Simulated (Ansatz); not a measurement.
# Hf4MgRu, from a guessed structure to a relaxed one

This structure for Hf4MgRu is made up. Its elements were placed in a known structure type with a cell scaled to their sizes. What cell does the guess relax to, and how far off was it?

Main program and level: Ansatz 0.2.0; DFT, r2SCAN, plane-wave PAW, files of the set soft_1, scalar-relativistic, no spin, cell and ions relaxed at zero pressure; PAW set soft_1, in the first sound run; inputs show where later runs differ.

### Step 1. Set-up

The structure is tetragonal, space group I422 (No. 97). The conventional cell has a = 6.764 Å, b = 6.764 Å, c = 5.358 Å, α = 90.00°, β = 90.00°, γ = 90.00°. Nearest to Hf lie 2 Mg at 2.86 Å and 2 Ru at 2.86 Å and 3 Hf at 3.13 to 3.15 Å. Ru has 2 Mg at 2.68 Å and 8 Hf at 2.86 Å nearest. Mg has 2 Ru at 2.68 Å and 8 Hf at 2.86 Å nearest. Farther neighbours are not listed.

### Step 2. Relaxing cell and atoms

The guessed cell has no reason to be at equilibrium. It is relaxed with the atoms, within the space group of the guess.

File input.yaml:

```yaml
crystal:
  lattice:
    - [-3.382, 3.382, 2.679]
    - [3.382, -3.382, 2.679]
    - [3.382, 3.382, -2.679]
  atoms:
    - { symbol: Hf, position: [0.9135, 0.0865, 0.5] }
    - { symbol: Hf, position: [0.5865, 0.4135, 0.5] }
    - { symbol: Hf, position: [0.0865, 0.5865, 0.173] }
    - { symbol: Hf, position: [0.4135, 0.9135, 0.827] }
    - { symbol: Ru, position: [0.0, 0.0, 0.0] }
    - { symbol: Mg, position: [0.5, 0.5, 0.0] }
kpoints:
  mp_grid: { grid: [6, 6, 6] }
scf:
  occupations: { method: fermi_dirac, width: 0.05 }
hamiltonian:
  xc: r2scan
  pseudopotentials: { kind: paw, azcp: { folder: soft_1 } }
relax:
  f_tol: 0.015
  max_steps: 70
  cell: {}
output:
  forces: true
  stress: true
```

On the command line:

```sh
ansatz run input.yaml --threads 4 --pin off --max-ram 10240MiB --backend cpu --events-out ev --progress --plain --runs-dir out
```

Numbers of over 12 decimals in the logs are rounded to 6 here.

What it wrote:

```text
Engine: ansatz 0.2.0, x86_64-unknown-linux-gnu
Pseudopotentials: kind: paw
Pseudopotential: Hf, paw, valence charge 26, recommended cutoff 500 eV (meta_gga), soft_1/Hf.paw.azcp
Pseudopotential: Ru, paw, valence charge 16, recommended cutoff 500 eV (meta_gga), soft_1/Ru.paw.azcp
Pseudopotential: Mg, paw, valence charge 10, recommended cutoff 500 eV (meta_gga), soft_1/Mg.paw.azcp
Functional definition: r2SCAN
  parameter k0 = 0.174
  parameter k1 = 0.065
  parameter a1 = 4.9479
  exchange = r2scan_x(k0 = k0, k1 = k1, a1 = a1)
  correlation = r2scan_c
Crystal: 6 atoms, lattice volume = 122.569 Å³
Basis set: ecut = 500 eV, 3089 PW (Γ), exchange–correlation on 160×160×160 points (64 copies of the dense FFT grid, shifted against one another)
Bands: 78, of which v1, the nominal top of the filled ones, is band 65 counted from 1 (64 counted from 0)
Symmetry: 8 space group operations
Space group: I422 (ITA 97), of the structure as read, at distance tolerance 5.0e-5 Å
k-points: 30 of 216 (time reversal used)
Non-local potential: Hf, projectors of the file, l = 0: 3, l = 1: 2, l = 2: 2, l = 3: 3
Non-local potential: Ru, projectors of the file, l = 0: 3, l = 1: 2, l = 2: 2, l = 3: 1
Non-local potential: Mg, projectors of the file, l = 0: 3, l = 1: 2, l = 2: 1
PAW form: soft (Blöchl's): semilocal exchange-correlation on the pseudo side does not see the compensation charge
PAW frozen core: Hf, regenerated for the run's functional (the file was generated under x = pbe(κ = 0.804, μ = 0.219515), c = pbe(β = 0.066725))
PAW frozen core: Ru, regenerated for the run's functional (the file was generated under x = pbe(κ = 0.804, μ = 0.219515), c = pbe(β = 0.066725))
PAW frozen core: Mg, regenerated for the run's functional (the file was generated under x = pbe(κ = 0.804, μ = 0.219515), c = pbe(β = 0.066725))
PAW one-centre angular grid: Hf, 974 points (default); XC on 224 Gauss nodes
PAW one-centre angular grid: Ru, 590 points (default); XC on 160 Gauss nodes
PAW one-centre angular grid: Mg, 302 points (default); XC on 224 Gauss nodes
Initial density: superposition of atomic densities (chi_scale 0.1, normalization cell, long waves kept (reshape's long-wave potential 0.00 eV rms))
Initial wavefunctions: pseudopotential atomic-orbital guess
Functional: x = r2scan, c = r2scan; τ floored in thin density (d = 2e-4 eV/Å³)
SCF iter   1: F=—  HF=-70765.433184 eV  |F-HF|=—  |Δ(HF+E_count)|=         —  Δρ=2.19e-1  dr2=1.41e2  dr2_τ=4.56e0  ethr=3.10e-3  ⟨swp⟩=6.0  Hψ=7611  notcnv=0  defer=33
preconditioner: auto → Kerker (q_TF=auto, 2.755 Å⁻¹)  [metal: Δε(μ)=0.016 eV  Ē_g=17.434 eV  σ=0.050 eV  W_gap=0.08  n_scr=46 (ndim 8)  ℏωp=34.5 eV  f_vac=0.000  D(μ)=6.97/eV (n_scr^D=70)]
SCF iter   2: F=—  HF=-70753.213002 eV  |F-HF|=—  |Δ(HF+E_count)|=    1.22e1  Δρ=9.71e-2  dr2=2.15e1  dr2_τ=8.68e0  ethr=3.10e-3  ⟨swp⟩=4.0  Hψ=5752  notcnv=0  defer=126
SCF iter   3: F=—  HF=-70751.762715 eV  |F-HF|=—  |Δ(HF+E_count)|=    1.45e0  Δρ=2.23e-2  dr2=8.27e-1  dr2_τ=3.34e-2  ethr=3.10e-3  ⟨swp⟩=2.3  Hψ=4772  notcnv=0  defer=114
SCF iter   4: F=—  HF=-70751.890719 eV  |F-HF|=—  |Δ(HF+E_count)|=   1.28e-1  Δρ=8.40e-3  dr2=1.04e-1  dr2_τ=1.16e-2  ethr=6.36e-4  ⟨swp⟩=2.0  Hψ=4894  notcnv=0  defer=116
SCF iter   5: F=—  HF=-70751.902735 eV  |F-HF|=—  |Δ(HF+E_count)|=   1.20e-2  Δρ=4.87e-3  dr2=6.67e-2  dr2_τ=5.58e-3  ethr=8.04e-5  ⟨swp⟩=2.0  Hψ=4418  notcnv=0  defer=116
SCF iter   6: F=—  HF=-70751.892558 eV  |F-HF|=—  |Δ(HF+E_count)|=   1.02e-2  Δρ=1.93e-3  dr2=1.19e-2  dr2_τ=3.23e-4  ethr=5.13e-5  ⟨swp⟩=2.0  Hψ=3064  notcnv=0  defer=116
SCF iter   7: F=—  HF=-70751.892770 eV  |F-HF|=—  |Δ(HF+E_count)|=   2.12e-4  Δρ=6.80e-4  dr2=1.72e-3  dr2_τ=3.88e-5  ethr=9.18e-6  ⟨swp⟩=2.5  Hψ=4121  notcnv=0  defer=116
SCF iter   8: F=—  HF=-70751.892593 eV  |F-HF|=—  |Δ(HF+E_count)|=   1.77e-4  Δρ=2.69e-4  dr2=2.55e-4  dr2_τ=3.73e-6  ethr=1.32e-6  ⟨swp⟩=1.2  Hψ=2232  notcnv=0  defer=116
SCF iter   9: F=—  HF=-70751.892562 eV  |F-HF|=—  |Δ(HF+E_count)|=   3.10e-5  Δρ=1.26e-4  dr2=5.63e-5  dr2_τ=1.32e-6  ethr=1.96e-7  ⟨swp⟩=2.5  Hψ=4244  notcnv=0  defer=116
SCF iter  10: F=—  HF=-70751.892569 eV  |F-HF|=—  |Δ(HF+E_count)|=   6.45e-6  Δρ=2.00e-5  dr2=4.29e-7  dr2_τ=4.73e-8  ethr=4.33e-8  ⟨swp⟩=2.0  Hψ=2456  notcnv=0  defer=116
SCF iter  11: F=-70751.892569 eV  HF=-70751.892569 eV  |F-HF|=8.98e-9  |Δ(HF+E_count)|=   1.60e-7  Δρ=5.06e-6  dr2=3.77e-8  dr2_τ=2.59e-9  ethr=7.69e-11  ⟨swp⟩=5.6  Hψ=10072  notcnv=0
SCF 1 converged in 11 iterations: F = -70751.892569 eV  dr2 = 3.77e-8
  greatest PAW one-centre occupation: 1.000 electrons in one spin orbital (limit 2), on the Mg atom at site 5 (counted from 0), in its partial waves of l = 0
relax step   1: F+E_penalty+E_count = -70751.89256897 eV  Δ(F+E_penalty+E_count) = +0.000e0 eV  max|allowed force component| = 1.564e-1 eV/Å  Δτ_max = 0.0000 Å  P = -1.407 GPa  Ω = 122.569 Å³  (11 SCF iters, dr2 threshold 1.00e-7 eV, accepted)
Crystal: 6 atoms, lattice volume = 117.082 Å³
Basis set: ecut = 500 eV, 2929 PW (Γ), exchange–correlation on 160×160×160 points (64 copies of the dense FFT grid, shifted against one another)
Initial density: handed on by an earlier stage of this run
Initial wavefunctions: those handed on with the density
iter 1 solved again at ethr=7.25e-4 eV; its pass at ethr=3.10e-3 eV (dr2=9.43e-1 eV) is discarded
SCF iter   1: F=—  HF=-70750.771649 eV  |F-HF|=—  |Δ(HF+E_count)|=         —  Δρ=1.68e-2  dr2=9.47e-1  dr2_τ=2.85e0  ethr=7.25e-4  ⟨swp⟩=2.1  Hψ=10650  notcnv=0
preconditioner: auto → Kerker (q_TF=auto, 2.776 Å⁻¹)  [metal: Δε(μ)=0.019 eV  Ē_g=16.761 eV  σ=0.050 eV  W_gap=0.09  n_scr=46 (ndim 8)  ℏωp=35.3 eV  f_vac=0.000  D(μ)=7.63/eV (n_scr^D=70)]
SCF iter   2: F=—  HF=-70751.823791 eV  |F-HF|=—  |Δ(HF+E_count)|=    1.05e0  Δρ=1.06e-2  dr2=1.84e-1  dr2_τ=4.46e-2  ethr=7.25e-4  ⟨swp⟩=3.3  Hψ=4708  notcnv=0
SCF iter   3: F=—  HF=-70751.811552 eV  |F-HF|=—  |Δ(HF+E_count)|=   1.22e-2  Δρ=4.98e-3  dr2=7.37e-2  dr2_τ=1.93e-3  ethr=1.42e-4  ⟨swp⟩=2.0  Hψ=4484  notcnv=0  defer=91
SCF iter   4: F=—  HF=-70751.803983 eV  |F-HF|=—  |Δ(HF+E_count)|=   7.57e-3  Δρ=2.14e-3  dr2=1.45e-2  dr2_τ=1.53e-4  ethr=5.67e-5  ⟨swp⟩=3.0  Hψ=3235  notcnv=0  defer=98
SCF iter   5: F=—  HF=-70751.802472 eV  |F-HF|=—  |Δ(HF+E_count)|=   1.51e-3  Δρ=8.25e-4  dr2=1.33e-3  dr2_τ=3.89e-5  ethr=1.11e-5  ⟨swp⟩=2.0  Hψ=4151  notcnv=0  defer=110
SCF iter   6: F=—  HF=-70751.802229 eV  |F-HF|=—  |Δ(HF+E_count)|=   2.43e-4  Δρ=3.43e-4  dr2=1.78e-4  dr2_τ=1.02e-5  ethr=1.03e-6  ⟨swp⟩=2.0  Hψ=3765  notcnv=0  defer=110
SCF iter   7: F=—  HF=-70751.802236 eV  |F-HF|=—  |Δ(HF+E_count)|=   6.78e-6  Δρ=1.56e-4  dr2=2.61e-5  dr2_τ=1.96e-6  ethr=1.37e-7  ⟨swp⟩=2.0  Hψ=3837  notcnv=0  defer=110
SCF iter   8: F=—  HF=-70751.802238 eV  |F-HF|=—  |Δ(HF+E_count)|=   1.66e-6  Δρ=1.15e-4  dr2=1.06e-5  dr2_τ=1.78e-6  ethr=2.01e-8  ⟨swp⟩=2.0  Hψ=4100  notcnv=0  defer=110
SCF iter   9: F=—  HF=-70751.802238 eV  |F-HF|=—  |Δ(HF+E_count)|=   2.82e-7  Δρ=2.83e-5  dr2=6.03e-7  dr2_τ=2.89e-8  ethr=8.12e-9  ⟨swp⟩=2.0  Hψ=3849  notcnv=0  defer=110
SCF iter  10: F=-70751.802238 eV  HF=-70751.802238 eV  |F-HF|=5.82e-10  |Δ(HF+E_count)|=   2.86e-8  Δρ=5.24e-6  dr2=3.24e-8  dr2_τ=1.13e-9  ethr=4.62e-10  ⟨swp⟩=5.2  Hψ=9117  notcnv=0
SCF 2 converged in 10 iterations: F = -70751.802238 eV  dr2 = 3.24e-8
relax step   2: F+E_penalty+E_count = -70751.80223764 eV  Δ(F+E_penalty+E_count) = +9.033e-2 eV  max|allowed force component| = 4.050e-1 eV/Å  Δτ_max = 0.0964 Å  P = +3.589 GPa  Ω = 117.082 Å³  energy of the carried Pulay correction = +1.031e-3 eV  (10 SCF iters, dr2 threshold 6.00e-7 eV, rejected (line search))
Crystal: 6 atoms, lattice volume = 121.038 Å³
Basis set: ecut = 500 eV, 3049 PW (Γ), exchange–correlation on 160×160×160 points (64 copies of the dense FFT grid, shifted against one another)
iter 1 solved again at ethr=5.57e-4 eV; its pass at ethr=3.10e-3 eV (dr2=7.24e-1 eV) is discarded
SCF iter   1: F=—  HF=-70751.198084 eV  |F-HF|=—  |Δ(HF+E_count)|=         —  Δρ=1.40e-2  dr2=7.27e-1  dr2_τ=1.53e0  ethr=5.57e-4  ⟨swp⟩=2.4  Hψ=10288  notcnv=0
preconditioner: auto → Kerker (q_TF=auto, 2.761 Å⁻¹)  [metal: Δε(μ)=0.001 eV  Ē_g=16.703 eV  σ=0.050 eV  W_gap=0.01  n_scr=46 (ndim 8)  ℏωp=34.7 eV  f_vac=0.000  D(μ)=7.79/eV (n_scr^D=70)]
SCF iter   2: F=—  HF=-70751.933601 eV  |F-HF|=—  |Δ(HF+E_count)|=   7.36e-1  Δρ=8.79e-3  dr2=1.31e-1  dr2_τ=3.34e-2  ethr=5.57e-4  ⟨swp⟩=3.2  Hψ=4301  notcnv=0
SCF iter   3: F=—  HF=-70751.928277 eV  |F-HF|=—  |Δ(HF+E_count)|=   5.32e-3  Δρ=3.51e-3  dr2=3.90e-2  dr2_τ=1.53e-3  ethr=1.01e-4  ⟨swp⟩=2.0  Hψ=4694  notcnv=0  defer=102
SCF iter   4: F=—  HF=-70751.925257 eV  |F-HF|=—  |Δ(HF+E_count)|=   3.02e-3  Δρ=1.81e-3  dr2=1.16e-2  dr2_τ=9.50e-5  ethr=3.00e-5  ⟨swp⟩=2.0  Hψ=2624  notcnv=0  defer=104
SCF iter   5: F=—  HF=-70751.923984 eV  |F-HF|=—  |Δ(HF+E_count)|=   1.27e-3  Δρ=6.39e-4  dr2=1.17e-3  dr2_τ=1.46e-5  ethr=8.90e-6  ⟨swp⟩=2.3  Hψ=4039  notcnv=0  defer=104
SCF iter   6: F=—  HF=-70751.923745 eV  |F-HF|=—  |Δ(HF+E_count)|=   2.39e-4  Δρ=3.58e-4  dr2=1.44e-4  dr2_τ=8.07e-6  ethr=8.99e-7  ⟨swp⟩=2.0  Hψ=3893  notcnv=0  defer=104
SCF iter   7: F=—  HF=-70751.923728 eV  |F-HF|=—  |Δ(HF+E_count)|=   1.70e-5  Δρ=1.15e-4  dr2=2.32e-5  dr2_τ=8.40e-7  ethr=1.11e-7  ⟨swp⟩=2.0  Hψ=3973  notcnv=0  defer=104
SCF iter   8: F=—  HF=-70751.923724 eV  |F-HF|=—  |Δ(HF+E_count)|=   3.98e-6  Δρ=5.02e-5  dr2=2.19e-6  dr2_τ=2.72e-7  ethr=1.78e-8  ⟨swp⟩=2.0  Hψ=3861  notcnv=0  defer=104
SCF iter   9: F=—  HF=-70751.923706 eV  |F-HF|=—  |Δ(HF+E_count)|=   1.76e-5  Δρ=1.29e-5  dr2=1.43e-7  dr2_τ=1.42e-8  ethr=1.69e-9  ⟨swp⟩=2.0  Hψ=4172  notcnv=0  defer=104
SCF iter  10: F=—  HF=-70751.923706 eV  |F-HF|=—  |Δ(HF+E_count)|=   2.15e-8  Δρ=5.02e-6  dr2=2.28e-8  dr2_τ=2.66e-9  ethr=1.10e-10  ⟨swp⟩=2.0  Hψ=4188  notcnv=0  defer=104
SCF iter  11: F=—  HF=-70751.923706 eV  |F-HF|=—  |Δ(HF+E_count)|=  1.02e-10  Δρ=1.26e-6  dr2=2.22e-9  dr2_τ=3.21e-10  ethr=1.76e-11  ⟨swp⟩=2.0  Hψ=3926  notcnv=0  defer=104
SCF iter  12: F=—  HF=-70751.923706 eV  |F-HF|=—  |Δ(HF+E_count)|=  2.33e-10  Δρ=8.26e-7  dr2=1.09e-9  dr2_τ=9.44e-11  ethr=1.71e-12  ⟨swp⟩=2.0  Hψ=4185  notcnv=0  defer=104
SCF iter  13: F=—  HF=-70751.923706 eV  |F-HF|=—  |Δ(HF+E_count)|=  2.04e-10  Δρ=3.13e-7  dr2=1.10e-10  dr2_τ=1.28e-11  ethr=1.00e-12  ⟨swp⟩=2.0  Hψ=3608  notcnv=0  defer=104
SCF iter  14: F=-70751.923706 eV  HF=-70751.923706 eV  |F-HF|=0.00e0  |Δ(HF+E_count)|=    0.00e0  Δρ=8.16e-8  dr2=4.06e-12  dr2_τ=4.83e-13  ethr=1.00e-12  ⟨swp⟩=5.0  Hψ=8597  notcnv=0
SCF 3 converged in 14 iterations: F = -70751.923706 eV  dr2 = 4.06e-12
relax step   3: F+E_penalty+E_count = -70751.92370634 eV  Δ(F+E_penalty+E_count) = -3.114e-2 eV  max|allowed force component| = 2.315e-2 eV/Å  Δτ_max = 0.0263 Å  P = -0.145 GPa  Ω = 121.038 Å³  energy of the carried Pulay correction = +2.830e-4 eV  (14 SCF iters, accepted)
Crystal: 6 atoms, lattice volume = 120.842 Å³
iter 1 solved again at ethr=1.62e-6 eV; its pass at ethr=3.10e-3 eV (dr2=2.10e-3 eV) is discarded
SCF iter   1: F=—  HF=-70751.920286 eV  |F-HF|=—  |Δ(HF+E_count)|=         —  Δρ=7.43e-4  dr2=2.07e-3  dr2_τ=6.10e-3  ethr=1.62e-6  ⟨swp⟩=2.7  Hψ=8199  notcnv=0
preconditioner: auto → Kerker (q_TF=auto, 2.762 Å⁻¹)  [metal: Δε(μ)=0.036 eV  Ē_g=16.697 eV  σ=0.050 eV  W_gap=0.18  n_scr=46 (ndim 8)  ℏωp=34.8 eV  f_vac=0.000  D(μ)=7.44/eV (n_scr^D=70)]
SCF iter   2: F=—  HF=-70751.924229 eV  |F-HF|=—  |Δ(HF+E_count)|=   3.94e-3  Δρ=4.52e-4  dr2=3.28e-4  dr2_τ=7.86e-5  ethr=1.59e-6  ⟨swp⟩=2.0  Hψ=4225  notcnv=0
SCF iter   3: F=—  HF=-70751.924214 eV  |F-HF|=—  |Δ(HF+E_count)|=   1.49e-5  Δρ=2.15e-4  dr2=1.35e-4  dr2_τ=6.57e-6  ethr=2.52e-7  ⟨swp⟩=2.0  Hψ=4037  notcnv=0
SCF iter   4: F=—  HF=-70751.924209 eV  |F-HF|=—  |Δ(HF+E_count)|=   5.08e-6  Δρ=9.90e-5  dr2=2.99e-5  dr2_τ=3.12e-7  ethr=1.04e-7  ⟨swp⟩=1.5  Hψ=2356  notcnv=0
SCF iter   5: F=—  HF=-70751.924205 eV  |F-HF|=—  |Δ(HF+E_count)|=   3.12e-6  Δρ=3.28e-5  dr2=2.23e-6  dr2_τ=3.79e-8  ethr=2.30e-8  ⟨swp⟩=2.0  Hψ=2784  notcnv=0
SCF iter   6: F=—  HF=-70751.924205 eV  |F-HF|=—  |Δ(HF+E_count)|=   3.45e-8  Δρ=1.53e-5  dr2=2.73e-7  dr2_τ=2.82e-8  ethr=1.72e-9  ⟨swp⟩=2.0  Hψ=4288  notcnv=0
SCF iter   7: F=-70751.924205 eV  HF=-70751.924205 eV  |F-HF|=4.74e-9  |Δ(HF+E_count)|=   2.67e-7  Δρ=6.67e-6  dr2=3.99e-8  dr2_τ=2.51e-9  ethr=1.02e-10  ⟨swp⟩=5.0  Hψ=10021  notcnv=0
SCF 4 converged in 7 iterations: F = -70751.924205 eV  dr2 = 3.99e-8
relax step   4: F+E_penalty+E_count = -70751.92420520 eV  Δ(F+E_penalty+E_count) = -4.989e-4 eV  max|allowed force component| = 8.762e-4 eV/Å  Δτ_max = 0.0045 Å  P = +0.015 GPa  Ω = 120.842 Å³  energy of the carried Pulay correction = +3.196e-4 eV  (7 SCF iters, dr2 threshold 1.32e-7 eV, accepted)
Initial wavefunctions: pseudopotential atomic-orbital guess (no wavefunctions were taken with the density)
iter 1 solved again at ethr=3.18e-8 eV; its pass at ethr=3.10e-3 eV (dr2=4.13e-5 eV) is discarded
SCF iter   1: F=—  HF=-70751.923879 eV  |F-HF|=—  |Δ(HF+E_count)|=         —  Δρ=5.69e-5  dr2=1.54e-7  dr2_τ=6.73e-7  ethr=3.18e-8  ⟨swp⟩=4.0  Hψ=16161  notcnv=0
preconditioner: auto → Kerker (q_TF=auto, 2.762 Å⁻¹)  [metal: Δε(μ)=0.033 eV  Ē_g=16.696 eV  σ=0.050 eV  W_gap=0.16  n_scr=46 (ndim 8)  ℏωp=34.8 eV  f_vac=0.000  D(μ)=7.47/eV (n_scr^D=70)]
SCF iter   2: F=—  HF=-70751.923905 eV  |F-HF|=—  |Δ(HF+E_count)|=   2.61e-5  Δρ=2.92e-5  dr2=5.75e-8  dr2_τ=2.06e-7  ethr=1.19e-10  ⟨swp⟩=2.9  Hψ=4326  notcnv=0
SCF iter   3: F=—  HF=-70751.923909 eV  |F-HF|=—  |Δ(HF+E_count)|=   3.81e-6  Δρ=5.08e-6  dr2=5.52e-8  dr2_τ=6.27e-9  ethr=4.42e-11  ⟨swp⟩=2.0  Hψ=4121  notcnv=0
SCF iter   4: F=—  HF=-70751.923909 eV  |F-HF|=—  |Δ(HF+E_count)|=   1.24e-8  Δρ=1.79e-6  dr2=2.70e-9  dr2_τ=5.60e-10  ethr=4.25e-11  ⟨swp⟩=2.0  Hψ=2529  notcnv=0
SCF iter   5: F=—  HF=-70751.923909 eV  |F-HF|=—  |Δ(HF+E_count)|=   9.04e-9  Δρ=6.21e-7  dr2=6.53e-10  dr2_τ=3.36e-11  ethr=2.08e-12  ⟨swp⟩=2.0  Hψ=4120  notcnv=0
SCF iter   6: F=—  HF=-70751.923909 eV  |F-HF|=—  |Δ(HF+E_count)|=  2.04e-10  Δρ=2.98e-7  dr2=1.39e-10  dr2_τ=1.13e-11  ethr=1.00e-12  ⟨swp⟩=2.3  Hψ=4040  notcnv=0
SCF iter   7: F=-70751.923909 eV  HF=-70751.923909 eV  |F-HF|=8.73e-11  |Δ(HF+E_count)|=  2.04e-10  Δρ=1.57e-7  dr2=1.82e-11  dr2_τ=3.98e-12  ethr=1.00e-12  ⟨swp⟩=5.0  Hψ=9877  notcnv=0
SCF 5 converged in 7 iterations: F = -70751.923909 eV  dr2 = 1.82e-11
relax step   5: F+E_penalty+E_count = -70751.92390894 eV  Δ(F+E_penalty+E_count) = +2.963e-4 eV  max|allowed force component| = 7.807e-4 eV/Å  Δτ_max = 0.0000 Å  P = +0.014 GPa  Ω = 120.842 Å³  stress off target by 2.73e-2 GPa  SCF on the basis re-selected at this cell (its energy is not comparable with the rows above)  (7 SCF iters)
basis re-selected at this cell: Δ(F+E_penalty+E_count) = +2.963e-4 eV, ΔP = -0.001 GPa vs the last step (what re-selecting the basis moved, of the pressure what is left beyond the Pulay correction that the steps carried, after the strain that the cell walked since its last selection, with what the two solves' SCF thresholds leave and, on support functions, any second-order correction that the steps lacked; it is no m [...]
SCF converged after 7 iterations
Free energy (F): -70751.923909 eV
Harris-Foulkes:  -70751.923909 eV  (|F-HF|=8.73e-11)
Internal energy: -70751.861097 eV  (E = F + TS)
E sigma→0 (E₀):  -70751.892503 eV
Entropy (-TS):   -0.062812 eV (-10.469 meV/atom)
Fermi energy:    16.730991 eV
--- Per-component energies (eV) ---
  E_band       = -632.681969
  E_kinetic    = 2159.376547
  E_local      = -28819.234603  (includes V_loc(G=0)·N_el)
  E_nonlocal   = 831.702518
  E_hartree    = 13556.054924
  E_xc         = -1193.401625
  E_vxc        = -1395.276971  (∫ρ·V_xc dr)
  E_paw        = -34701.904581  (= ΣΔE_a)
  E_vpaw       = -597.731655  (= ΣTr[D̂ρ^β])
  E_aug_tail   = 0.000926  (compensation charges beyond the density's cutoff)
  E_vtau       = 76.371139  (kinetic-family band-sum trace: ∫τ·v_τ [+ j·A + Jᵃ·Aᵃ] dr)
  E_ewald      = -22585.404259
  E_core_change = 0.949056  (= ΣΔE_core)
  E_smearing   = -0.062812  (= −TS)
  E_closure    = -0.000000  (closes the sum)
  Σ components = -70751.923909   (vs F -70751.923909, Δ=0.00e0)
--- Forces (eV/Å), atoms counted from 1 ---
  atom   1  Hf     0.00078068    -0.00078068     0.00000000
  atom   2  Hf    -0.00078068     0.00078068     0.00000000
  atom   3  Hf     0.00078068     0.00078068     0.00000000
  atom   4  Hf    -0.00078068    -0.00078068    -0.00000000
  atom   5  Ru     0.00000000     0.00000000     0.00000000
  atom   6  Mg     0.00000000     0.00000000     0.00000000
  max |Σ_I F_I| component: 6.42e-17 eV/Å
--- Stress (GPa, compression-positive) ---
        0.027279       0.000000       0.000000
        0.000000       0.027279      -0.000000
        0.000000      -0.000000      -0.011737
  P = ⅓ Tr σ = 0.0143 GPa (0.143 kbar)
--- Relaxed structure (4 steps of the walk, 3 accepted, 1 SCFs on fresh bases) ---
  F+E_penalty+E_count = -70751.92390894 eV   max|allowed force component| = 7.807e-4 eV/Å   (the final SCF, on the basis selected at the relaxed cell)
  cell:  # Å, volume = 120.8419 Å³
    - [-3.348441, 3.348441, 2.694462]
    - [3.348441, -3.348441, 2.694462]
    - [3.348441, 3.348441, -2.694462]
  atoms:
    - { symbol: Hf, position: [0.910283, 0.089717, 0.500000] }
    - { symbol: Hf, position: [0.589717, 0.410283, 0.500000] }
    - { symbol: Hf, position: [0.089717, 0.589717, 0.179434] }
    - { symbol: Hf, position: [0.410283, 0.910283, 0.820566] }
    - { symbol: Ru, position: [0, 0, 0] }
    - { symbol: Mg, position: [0.500000, 0.500000, 0] }
```

It took 47 s on 4 threads of INTEL XEON PLATINUM 8581C at 2.10GHz (Emerald Rapids), shared host; peak memory 0.95 GiB.

Step by step:

| step | energy less that of the first step (eV) | largest force component (eV/Å) | pressure (GPa) | volume (Å³) |
| --- | --- | --- | --- | --- |
| 1 | 0.0000 | 0.1564 | -1.41 | 122.57 |
| 2 | 0.0903 | 0.4050 | 3.59 | 117.08 |
| 3 | -0.0311 | 0.0232 | -0.14 | 121.04 |
| 4 | -0.0316 | 0.0009 | 0.02 | 120.84 |
| 5* | -0.0313 | 0.0008 | 0.01 | 120.84 |

Relaxation steps marked * repeat the geometry before them on a plane-wave basis chosen anew for their cell, so energy and pressure can jump there. Relaxation step 2 was tried and not accepted.

Forces are held to the 8 operations that the run works with; a distortion that breaks them can't arise in this run.

| conventional cell, symmetrised | before | after | change |
| --- | --- | --- | --- |
| a (Å) | 6.764 | 6.697 | -1.0 % |
| b (Å) | 6.764 | 6.697 | -1.0 % |
| c (Å) | 5.358 | 5.389 | +0.6 % |
| volume (Å³/atom) | 20.43 | 20.14 | -1.4 % |

The atoms that moved most (Å, as changes of fractional coordinates times the final cell):

| atom | dx | dy | dz | length |
| --- | --- | --- | --- | --- |
| Hf1 | 0.022 | -0.022 | 0.000 | 0.030 |
| Hf2 | -0.022 | 0.022 | 0.000 | 0.030 |
| Hf4 | -0.022 | -0.022 | 0.000 | 0.030 |
| Hf3 | 0.022 | 0.022 | 0.000 | 0.030 |

This step gave:

- free energy: -70751.9239 eV
- energy at zero smearing: -70751.8925 eV
- smearing term TS: 0.06281 eV
- Fermi energy: 16.73 eV
- electrons: 130
- symmetry operations: 8
- pressure: 0.01427 GPa

The shortest distance of each pair, which need not be the same contact before and after:

| pair | guess (Å) | relaxed (Å) |
| --- | --- | --- |
| Mg–Ru | 2.679 | 2.694 |
| Hf–Mg | 2.863 | 2.854 |
| Hf–Ru | 2.863 | 2.854 |
| Hf–Hf | 3.128 | 3.036 |
| Ru–Ru | 5.358 | 5.389 |

The relaxation ends with a largest force component of 7.8e-4 eV/Å and a pressure of 0.01 GPa.

(Continued in part 2 of 2.)

[Logs are printed without paths, hosts, clocks, repeated set-up lines and the standing remarks that a program may print on its own settings, such as how far it seeks lower states.]

[Hosts, paths, dates, database ids (printed as entryN), source tags and the programs' standing remarks are cut or masked in the printed files.]
